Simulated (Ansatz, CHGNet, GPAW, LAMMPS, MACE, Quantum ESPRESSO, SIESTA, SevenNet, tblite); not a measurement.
# How far do other methods lie from plane waves? 48Ga2O3-52ZnO (mol %) with crystalline order left by the classical run (93 atoms)

One geometry of 48Ga2O3-52ZnO (mol %) with crystalline order left by the classical run (93 atoms) is solved by several programs and methods. How far do their forces lie from a plane-wave PBE run?

Results are calculated, not measured.

**1. The structure**

The cell holds 93 atoms (26 Ga, 14 Zn and 53 O), with edges of 10.07, 10.07 and 10.07 Å. Recipe: 93 atoms (26 Fe, 14 Zn, 53 O) placed at random at 4.69 g/cm³, melted at 5000 K for 10 ps at fixed volume with the Morse and Coulomb pair potential with partial charges (Pedone, Malavasi, Menziani, Cormack and Segre, J. Phys. Chem. B 110, 11780 (2006)). Quenched from 5000 K to 300 K at 20 K/ps and fixed volume, held 10 ps at zero pressure, then minimised at fixed cell. Then Fe was replaced by Ga and the cell scaled by 1.005 (the potential has no terms for the new elements, so the cell is a start for a DFT relaxation). The density is 5.82 g/cm³.

**2. The reference input**

Quantum ESPRESSO 7.5: Kohn-Sham DFT, PBE, SSSP efficiency 1.3.0 pseudopotentials, plane waves. Its input, pw.in:

```
&control
  calculation = 'scf'
  pseudo_dir = './pseudo'
  outdir = './tmp'
  disk_io = 'none'
  tprnfor = .true.
  tstress = .true.
/
&system
  ibrav = 0
  nat = 93
  ntyp = 3
  ecutwfc = 60
  ecutrho = 480
  nosym = .true.
  occupations = 'smearing'
  smearing = 'fd'
  degauss = 0.003675
/
&electrons
  conv_thr = 4.6e-07
  electron_maxstep = 100
  mixing_beta = 0.4
  mixing_mode = 'plain'
  diagonalization = 'david'
/
ATOMIC_SPECIES
Ga 69.723 Ga.upf
Zn 65.380 Zn.upf
O 15.999 O.upf
CELL_PARAMETERS angstrom
10.06936 0.00000 0.00000
0.00000 10.06936 0.00000
0.00000 0.00000 10.06936
ATOMIC_POSITIONS crystal
Ga 0.61517 0.27863 0.99742
Ga 0.57825 0.21372 0.53619
Ga 0.34452 0.93053 0.68535
Ga 0.92812 0.13004 0.98471
[... 87 atom lines left out ...]
O 0.49539 0.41574 0.98410
O 0.03068 0.78081 0.98368
K_POINTS gamma
```

```console
$ OMP_NUM_THREADS=1 mpirun -np 4 pw.x -in pw.in > output.txt
```

Run time: 8.5 min. Hardware: 4 MPI ranks of Arm Neoverse V2, shared host; peak memory 3.7 GiB.

It converged with an r.m.s. force component of 0.36 eV/Å and a pressure of 4.0 GPa.

Its highest filled and lowest empty levels lie 0.82 eV apart on its k-points.

**3. What was run beside it**

- CHGNet: machine-learned potential, published weights.
- GPAW 26.7.0: PAW with atomic orbitals (LCAO), plane waves or a real-space grid of spacing h.
- MACE: machine-learned potential, published weights.
- SIESTA 5.4.2: numerical atomic orbitals, whose automatically made sets are far from complete, with PseudoDojo norm-conserving potentials that we converted to its format (checked against plane waves on the same files for H, C, O, Si, Ge and Ca alone); labels give functional, basis size, energy shift and mesh cutoff.
- SevenNet: machine-learned potential, published weights.
- tblite 0.8.0: extended tight binding, driven from Python.

All use the same cell and atoms, and the electronic-structure runs the same k-mesh.

**4. All runs compared**

Differences are against the reference: forces as r.m.s. over components, share as that over the reference's r.m.s. force, slope as the fitted ratio of a run's forces to the reference's.

```csv
run,"Δ force, r.m.s. (meV/Å)",share (%),slope,Δ pressure (GPa),Δ gap (eV),cores,CPU time,memory (GiB)
reference,-,-,-,-,-,4,34 min,3.7
CHGNet r2SCAN potential,143,39.4,0.678,-5.63,-,1,4.8 s,1.6
"GPAW PBE, LCAO dzp, h 0.18 Å",331,91.0,0.896,-,-0.0935,2,5.9 min,2.3
"GPAW PBE, LCAO dzp, h 0.18 Å, other mixer settings",331,91.0,0.897,-,-0.0943,2,7 min,2.3
"GPAW PBE, LCAO szp(dzp), h 0.18 Å (coarse)",379,104,0.923,-,-0.242,1,4.8 min,1.9
MACE MP-0b3 medium potential,67.1,18.4,0.990,0.709,-,1,9.1 s,1.2
"SIESTA PBE, DZP, shift 0.01 Ry, mesh 500 Ry",107,29.3,1.004,0.650,-0.0535,4,11 min,3.3
"SIESTA PBE, SZ, shift 0.02 Ry, mesh 500 Ry (coarse)",496,136,0.939,-8.54,-0.287,1,1.9 min,0.95
SevenNet l3i5 potential,54.1,14.9,0.991,0.640,-,1,12 s,1.8
tblite GFN1-xTB,355,97.5,0.618,5.09,-,1,6.7 s,0.13
```

Rows marked coarse use a setting chosen to be so.

Times of the machine-learned potentials are mostly Python's start and the loading of weights.

CPU time is summed over cores on shared hosts, so it is rough.

**5. What came out**

Forces lie from 15 % (SevenNet l3i5 potential) to 136 % (SIESTA PBE, SZ, shift 0.02 Ry, mesh 500 Ry, coarse) of the reference's r.m.s. force of 0.36 eV/Å away from it. The PBE runs in local orbitals, coarse settings apart, differ by 29 % (SIESTA PBE, DZP, shift 0.01 Ry, mesh 500 Ry) to 91 % (GPAW PBE, LCAO dzp, h 0.18 Å); basis, grid and potentials can all enter. Tight binding differs by 98 % (tblite GFN1-xTB); it is another model, with fitted parameters of its own, and the xTB methods hold dispersion. Machine-learned potentials differ by 15 % (SevenNet l3i5 potential) to 39 % (CHGNet r2SCAN potential); they were trained on other programs' data, some at another functional.

Runs with settings chosen to be coarse differ by 104 % (GPAW PBE, LCAO szp(dzp), h 0.18 Å) to 136 % (SIESTA PBE, SZ, shift 0.02 Ry, mesh 500 Ry), their programs' other errors included. Pressures at PBE, coarse settings apart, lie +0.65 GPa from the reference's. Gaps at PBE, coarse settings apart, lie -0.09 to -0.05 eV from the reference's.

**Limits.** Periodic xTB results under one method name differ between programs and library versions. The potentials hold different valence shells: 936 electrons in the reference, 564 in GPAW; this bears on time and differences. GPAW's setups keep the filled d shell of Ga in the core. The reference's pressure holds the uncorrected Pulay stress of its 60 Ry basis, so small pressure differences, may be the reference's own error. GPAW's Ga setup keeps the 3d shell in the core. Machine-learned potentials mimic data converged in k, so the reference's own k-point error enters their differences. The quench rate of 20 K/ps is many orders above laboratory rates, so the cell is likely richer in defects and strain than a real sample. The network of bonds at the start is that of the classical potential that made the cell, and needn't be the one that DFT or experiment would give. The reference's stress is far from hydrostatic: its diagonal is 1.4, 8.8, 1.9 GPa, compression counted positive. The electronic-structure runs sample only Γ, in a cell whose shortest periodic width is 10 Å. The reference's pressure of 4.0 GPa reflects the volume that the recipe set, positions that aren't this level's minimum and the basis. The reference's 60/480 Ry lie under the cutoffs that SSSP recommends for Ga (70/560 Ry). Spin–orbit coupling is left out. Where levels are smeared, the DFT runs use Fermi–Dirac occupations at 580 K (0.05 eV), and energies are free energies. The reference's cutoffs and mesh weren't converged further here.

[Long decimals in the printed logs are rounded to 6 places.]

[Logs are printed without paths, hosts, clocks, repeated set-up lines and the standing remarks that a program may print on its own settings, such as how far it seeks lower states.]

[Hosts, paths, dates, database ids (printed as entryN), source tags and the programs' standing remarks are cut or masked in the printed files.]

[Only finished runs are shown, without SIESTA runs on faulty potentials for Cu, Fe, Ni or Zn; cells were taken only where this reference lay near another plane-wave run.]
